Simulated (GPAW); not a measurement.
# puckered PAs monolayer in an electric field, part 2 of 3

Wanted: the out-of-plane polarisability of puckered PAs monolayer.

GPAW 26.7.0; GPAW, PAW setups; layer in a repeated cell with vacuum, relaxation of atoms and in-plane cell (the session's first sound run).

So far, dipole along the normal (e·Å): step 2 (relaxation) -3.6e-5; step 3 (plane waves, PBE) -3.3e-5; step 4 (In a field) -0.0872.

## 5. In a field

Level of this step: GPAW, PAW setups; slab in vacuum (GPAW).

Input file run.py:

```python
import json
import numpy as np
from ase import Atoms
from gpaw import GPAW, PW
from gpaw.external import ConstantElectricField

slab = Atoms(
    ['P', 'As', 'As', 'P'],
    positions=[
        [0.37123, -0.00000, 9.08283],
        [1.97898, 1.75203, 9.00000],
        [4.32917, 0.00000, 11.34989],
        [2.72142, 1.75203, 11.26708]],
    cell=[[4.70038, -0.0, 0.0], [-0.0, 3.50406, 0.0], [0.0, 0.0, 20.3499]],
    pbc=[True, True, False])

slab.calc = GPAW(mode=PW(400), xc='PBE', kpts={'size': (6, 8, 1), 'gamma': True},
                 occupations={'name': 'fermi-dirac', 'width': 0.05}, nbands='160%',
                 convergence={'density': 1e-05}, maxiter=200,
                 poissonsolver={'dipolelayer': 'xy'},
                 external=ConstantElectricField(-0.1, [0, 0, 1]),
                 symmetry={'tolerance': 1e-3}, txt='slab.txt')
result = {}
energy = slab.get_potential_energy()
fermi = slab.calc.get_fermi_level()
v = slab.calc.get_electrostatic_potential().mean((0, 1)) - fermi
n = slab.calc.get_pseudo_density().mean((0, 1))
L = slab.cell[2, 2]
z = np.arange(len(v)) * L / len(v)
low, high = slab.positions[:, 2].min(), slab.positions[:, 2].max()
below, above = np.interp([low - 6.8, high + 6.8], z, v)
slopes = [np.interp(x, z, np.gradient(v, z)) for x in (low - 6.8, high + 6.8)]
eps = np.array([[slab.calc.get_eigenvalues(k, s) for k in range(len(slab.calc.get_ibz_k_points()))]
                for s in range(slab.calc.get_number_of_spins())]) - fermi
top, bottom = eps[eps < 0].max(), eps[eps > 0].min()
dipole = slab.get_dipole_moment()[2]
print(f'energy {energy:.4f} eV, Fermi level {fermi:.4f} eV, dipole {dipole:.5f} e A')
print(f'potential 6.8 A off the faces, from the Fermi level: lower {below:.4f} eV, upper {above:.4f} eV')
print(f'slope of the potential there: lower {slopes[0]:.5f}, upper {slopes[1]:.5f} eV/A')
print(f'nearest levels on the mesh: {top:.4f} and {bottom:.4f} eV')
print('magnetic moment', round(slab.get_magnetic_moment(), 3))
result.update(energy=energy, fermi=fermi, dipole=dipole, below=below, above=above, slopes=slopes, edges=[top, bottom],
              z=z.tolist(), v=v.tolist(), n=n.tolist(), positions=slab.positions.tolist(),
              forces=slab.get_forces(apply_constraint=False).tolist(), moments=slab.get_magnetic_moments().tolist())
json.dump(result, open('result.json', 'w'))
```

Run with:

```
> OMP_NUM_THREADS=1 OPENBLAS_NUM_THREADS=1 python run.py
```

Output:

```text
energy -19.7134 eV, Fermi level -1.7269 eV, dipole -0.04361 e A
potential 6.8 A off the faces, from the Fermi level: lower 4.1646 eV, upper 4.6438 eV
slope of the potential there: lower 0.00002, upper -0.00001 eV/A
nearest levels on the mesh: -0.4654 and 0.4551 eV
magnetic moment 0.0
```

Wall time 55 s (1 thread of Arm Neoverse V1, shared host); peak memory 0.27 GiB.

Numbers from this step:

```
dipole along the normal                                         : -0.04361 e·Å
levels nearest the Fermi level on the mesh                      : -0.4654, 0.4551 eV from the Fermi level
potential below the slab, the applied field's own ramp left out : 4.165 eV from the Fermi level
potential above the slab, the applied field's own ramp left out : 4.644 eV from the Fermi level
```

Electrostatic potential energy of an electron (without an applied field's), less the Fermi level, planar mean against z:

```
z (Å)  electrostatic potential energy of an electron (without an applied field's), less the Fermi level, planar mean (eV)
  0.0                                                                                                                4.40
  0.5                                                                                                                4.16
  1.0                                                                                                                4.16
  1.5                                                                                                                4.16
  2.0                                                                                                                4.16
  2.5                                                                                                                4.16
  3.0                                                                                                                4.16
  3.5                                                                                                                4.16
  4.0                                                                                                                4.16
  4.5                                                                                                                4.16
  5.0                                                                                                                4.16
  5.5                                                                                                                4.16
  6.0                                                                                                                4.16
  6.5                                                                                                                4.13
  7.0                                                                                                                4.03
  7.5                                                                                                                3.57
  8.0                                                                                                                1.52
  8.5                                                                                                               -6.27
  9.0                                                                                                               -18.8
  9.5                                                                                                               -9.01
 10.0                                                                                                              -0.363
 10.5                                                                                                               -1.70
 11.0                                                                                                               -13.3
 11.5                                                                                                               -16.0
 12.0                                                                                                               -2.57
 12.5                                                                                                                2.89
 13.0                                                                                                                4.23
 13.5                                                                                                                4.55
 14.0                                                                                                                4.62
 14.5                                                                                                                4.64
 15.0                                                                                                                4.64
 15.5                                                                                                                4.64
 16.0                                                                                                                4.64
 16.5                                                                                                                4.64
 17.0                                                                                                                4.64
 17.5                                                                                                                4.64
 18.0                                                                                                                4.64
 18.5                                                                                                                4.64
 19.0                                                                                                                4.64
 19.5                                                                                                                4.64
 20.0                                                                                                                4.61
```

The dipole is now -0.0436 e Å, against -3.3e-5 in the run without a field.

## 6. In a field

Edit run.py of step 5 so:

```diff
@@ -20,3 +20,3 @@
                  poissonsolver={'dipolelayer': 'xy'},
-                 external=ConstantElectricField(-0.1, [0, 0, 1]),
+                 external=ConstantElectricField(-0.05, [0, 0, 1]),
                  symmetry={'tolerance': 1e-3}, txt='slab.txt')
```

Output:

```text
energy -19.7118 eV, Fermi level -1.7263 eV, dipole -0.02181 e A
potential 6.8 A off the faces, from the Fermi level: lower 4.2837 eV, upper 4.5233 eV
slope of the potential there: lower 0.00002, upper -0.00001 eV/A
nearest levels on the mesh: -0.4656 and 0.4553 eV
magnetic moment 0.0
```

It took 55 s on 1 thread; peak memory 0.27 GiB.

The electrostatic potential energy of an electron (without an applied field's), less the Fermi level, planar mean by z:

z (Å), electrostatic potential energy of an electron (without an applied field's), less the Fermi level, planar mean (eV) and a bar from the least value:
```
      0.0        4.4 ##############################
      0.5        4.3 ##############################
      1.0        4.3 ##############################
      1.5        4.3 ##############################
      2.0        4.3 ##############################
      2.5        4.3 ##############################
      3.0        4.3 ##############################
      3.5        4.3 ##############################
      4.0        4.3 ##############################
      4.5        4.3 ##############################
      5.0        4.3 ##############################
      5.5        4.3 ##############################
      6.0        4.3 ##############################
      6.5        4.3 ##############################
      7.0        4.1 ##############################
      7.5        3.7 #############################
      8.0        1.6 ##########################
      8.5       -6.2 ################
      9.0      -18.8 
      9.5       -9.0 #############
     10.0       -0.4 ########################
     10.5       -1.7 ######################
     11.0      -13.3 #######
     11.5      -16.1 ###
     12.0       -2.7 #####################
     12.5        2.8 ############################
     13.0        4.1 #############################
     13.5        4.4 ##############################
     14.0        4.5 ##############################
     14.5        4.5 ##############################
     15.0        4.5 ##############################
     15.5        4.5 ##############################
     16.0        4.5 ##############################
     16.5        4.5 ##############################
     17.0        4.5 ##############################
     17.5        4.5 ##############################
     18.0        4.5 ##############################
     18.5        4.5 ##############################
     19.0        4.5 ##############################
     19.5        4.5 ##############################
     20.0        4.5 ##############################
```

## 7. In a field

Edit run.py of step 6 so:

```diff
@@ -20,3 +20,3 @@
                  poissonsolver={'dipolelayer': 'xy'},
-                 external=ConstantElectricField(-0.05, [0, 0, 1]),
+                 external=ConstantElectricField(0.05, [0, 0, 1]),
                  symmetry={'tolerance': 1e-3}, txt='slab.txt')
```

Output:

```text
energy -19.7118 eV, Fermi level -1.7263 eV, dipole 0.02180 e A
potential 6.8 A off the faces, from the Fermi level: lower 4.5233 eV, upper 4.2837 eV
slope of the potential there: lower 0.00001, upper -0.00002 eV/A
nearest levels on the mesh: -0.4656 and 0.4553 eV
magnetic moment 0.0
```

Elapsed: 56 s, on 1 thread; peak memory 0.27 GiB.

Electrostatic potential energy of an electron (without an applied field's), less the Fermi level, planar mean against z:

z (Å), electrostatic potential energy of an electron (without an applied field's), less the Fermi level, planar mean (eV) and a bar from the least value:
```
      0.0        4.4 ##############################
      0.5        4.5 ##############################
      1.0        4.5 ##############################
      1.5        4.5 ##############################
      2.0        4.5 ##############################
      2.5        4.5 ##############################
      3.0        4.5 ##############################
      3.5        4.5 ##############################
      4.0        4.5 ##############################
      4.5        4.5 ##############################
      5.0        4.5 ##############################
      5.5        4.5 ##############################
      6.0        4.5 ##############################
      6.5        4.5 ##############################
      7.0        4.4 ##############################
      7.5        3.9 #############################
      8.0        1.8 ##########################
      8.5       -6.0 ################
      9.0      -18.6 
      9.5       -8.9 #############
     10.0       -0.3 ########################
     10.5       -1.7 ######################
     11.0      -13.4 #######
     11.5      -16.2 ###
     12.0       -2.8 ####################
     12.5        2.6 ###########################
     13.0        3.9 #############################
     13.5        4.2 ##############################
     14.0        4.3 ##############################
     14.5        4.3 ##############################
     15.0        4.3 ##############################
     15.5        4.3 ##############################
     16.0        4.3 ##############################
     16.5        4.3 ##############################
     17.0        4.3 ##############################
     17.5        4.3 ##############################
     18.0        4.3 ##############################
     18.5        4.3 ##############################
     19.0        4.3 ##############################
     19.5        4.3 ##############################
     20.0        4.3 ##############################
```

## 8. Field on

Edit run.py of step 7 so:

```diff
@@ -20,3 +20,3 @@
                  poissonsolver={'dipolelayer': 'xy'},
-                 external=ConstantElectricField(0.05, [0, 0, 1]),
+                 external=ConstantElectricField(0.1, [0, 0, 1]),
                  symmetry={'tolerance': 1e-3}, txt='slab.txt')
```

Output:

```text
energy -19.7134 eV, Fermi level -1.7269 eV, dipole 0.04361 e A
potential 6.8 A off the faces, from the Fermi level: lower 4.6438 eV, upper 4.1646 eV
slope of the potential there: lower 0.00001, upper -0.00002 eV/A
nearest levels on the mesh: -0.4654 and 0.4551 eV
magnetic moment 0.0
```

Run time: 55 s. Hardware: 1 thread; peak memory 0.27 GiB.

Electrostatic potential energy of an electron (without an applied field's), less the Fermi level, planar mean against z:

```
z (Å)  electrostatic potential energy of an electron (without an applied field's), less the Fermi level, planar mean (eV)
    0                                                                                                                4.40
    1                                                                                                                4.64
    2                                                                                                                4.64
    3                                                                                                                4.64
    4                                                                                                                4.64
    5                                                                                                                4.64
    6                                                                                                                4.64
    7                                                                                                                4.50
    8                                                                                                                1.92
    9                                                                                                               -18.6
   10                                                                                                              -0.327
   11                                                                                                               -13.4
   12                                                                                                               -2.91
   13                                                                                                                3.78
   14                                                                                                                4.15
   15                                                                                                                4.16
   16                                                                                                                4.16
   17                                                                                                                4.16
   18                                                                                                                4.16
   19                                                                                                                4.16
   20                                                                                                                4.19
```

The dipole is now 0.0436 e Å, against -3.3e-5 in the run without a field.

## 9. Field on

Edit run.py of step 8 so:

```diff
@@ -20,3 +20,3 @@
                  poissonsolver={'dipolelayer': 'xy'},
-                 external=ConstantElectricField(0.1, [0, 0, 1]),
+                 external=ConstantElectricField(0.2, [0, 0, 1]),
                  symmetry={'tolerance': 1e-3}, txt='slab.txt')
```

Output:

```text
energy -19.7200 eV, Fermi level -1.7290 eV, dipole 0.08724 e A
potential 6.8 A off the faces, from the Fermi level: lower 4.8863 eV, upper 3.9277 eV
slope of the potential there: lower 0.00000, upper -0.00003 eV/A
nearest levels on the mesh: -0.4647 and 0.4544 eV
magnetic moment 0.0
```

The job ended after 55 s (1 thread; peak memory 0.27 GiB).

The dipole is now 0.0872 e Å, against -3.3e-5 in the run without a field.

(Part 2 of 3 ends here.)

[Logs are printed without paths, hosts, clocks, repeated set-up lines and the standing remarks that a program may print on its own settings, such as how far it seeks lower states.]

[Hosts, paths, dates, database ids (printed as entryN), source tags and the programs' standing remarks are cut or masked in the printed files.]
